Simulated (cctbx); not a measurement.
## Accept or mend?

Cell a = 4.3760 Å, b = 4.3760 Å, c = 6.8340 Å, α = 90.00°, β = 90.00°, γ = 90.00°; space group P4/nmm (no. 129, origin choice 1).

The data are simulated with cctbx, not measured: Cu Kα, λ = 1.54184 Å, to d = 0.83 Å, 50 % of the full sphere, strongest reflection 40000 counts, noise from counting, a 1.5 % proportional error and a noise floor of 4 counts (s.d.); no absorption.

An anisotropic refinement with weights 1/σ² prints:

```text
Rint 0.014, 88 unique reflections to 0.83 A
cycle     R1     wR2    GooF  max shift (A)
   1  0.0905  0.2125  18.904   0.00098
   2  0.0896  0.1986  17.672   0.00000
final R1 0.0896 wR2 0.1986 GooF 17.672  parameters 5  data/parameter 17.6
atom        x        y        z      Ueq    occ   su(xyz)  su(Uiso or U11)
Pb1    0.50000  0.00000  0.22589   0.0082  1.000  0.00046  0.0017
Pd1    0.50000  0.50000  0.00000   0.0210  1.000  0.00000  0.0026
difference map: max 28.90 min -1.65 rms 1.51
Q1    0.0000  0.5000  0.3170    2   29.69  3.08 A from Pd1
Q2    0.0000  0.5000  0.7749    2    3.42  0.01 A from Pb1
Q3    0.0000  0.0000  0.0832    4    2.55  0.57 A from Pd1
Q4    0.0000  0.5000  0.1425    2    1.61  2.39 A from Pd1
Q5    0.0000  0.2857  0.1939    8    1.06  1.82 A from Pd1
Q6    0.1638  0.3362  0.4223    8    1.03  2.48 A from Pb1
```

Q: Accept it or mend it, and why?

Mend it. The fault: an atom left out, Mg at (1/2, 0, 0.6833). Against the right model at the same level, R1 goes from 0.0050 to 0.0896 and GooF from 1.00 to 17.67 and the top difference peak, 29.7 e/Å³, lies 3.08 Å from Pd1. Q1 is the missing atom. With scattering power missing, scale and phases suffer, so peaks may also grow on the heavy atoms.

The compound is MgPdPb. The right model at the same level gives:

```text
Rint 0.014, 88 unique reflections to 0.83 A
cycle     R1     wR2    GooF  max shift (A)
   1  0.0111  0.0352   3.188   0.00120
   2  0.0050  0.0110   1.000   0.00000
final R1 0.0050 wR2 0.0110 GooF 1.000  parameters 8  data/parameter 11.0
atom        x        y        z      Ueq    occ   su(xyz)  su(Uiso or U11)
Pb1    0.50000  0.00000  0.22598   0.0081  1.000  0.00003  0.0001
Pd1    0.50000  0.50000  0.00000   0.0218  1.000  0.00000  0.0001
Mg1    0.50000  0.00000  0.68305   0.0226  1.000  0.00028  0.0007
difference map: max 0.39 min -0.36 rms 0.09
Q1    0.0000  0.0000  0.1117    4    0.39  0.76 A from Pd1
Q2    0.0000  0.5000  0.0940    2    0.33  1.52 A from Mg1
Q3    0.0000  0.2261  0.5166    8    0.27  1.82 A from Mg1
Q4    0.0000  0.5000  0.2037    2    0.26  0.77 A from Mg1
Q5    0.0000  0.0000  0.4310    4    0.25  2.32 A from Mg1
Q6    0.0000  0.5000  0.6367    2    0.24  0.94 A from Pb1
```

The model is made up (kin elements in a known structure type, no relaxation), so it says nothing on whether the phase exists.

[Middle refinement cycles are left out of these outputs.]

[Logs are printed without paths, hosts, clocks, repeated set-up lines and the standing remarks that a program may print on its own settings, such as how far it seeks lower states.]
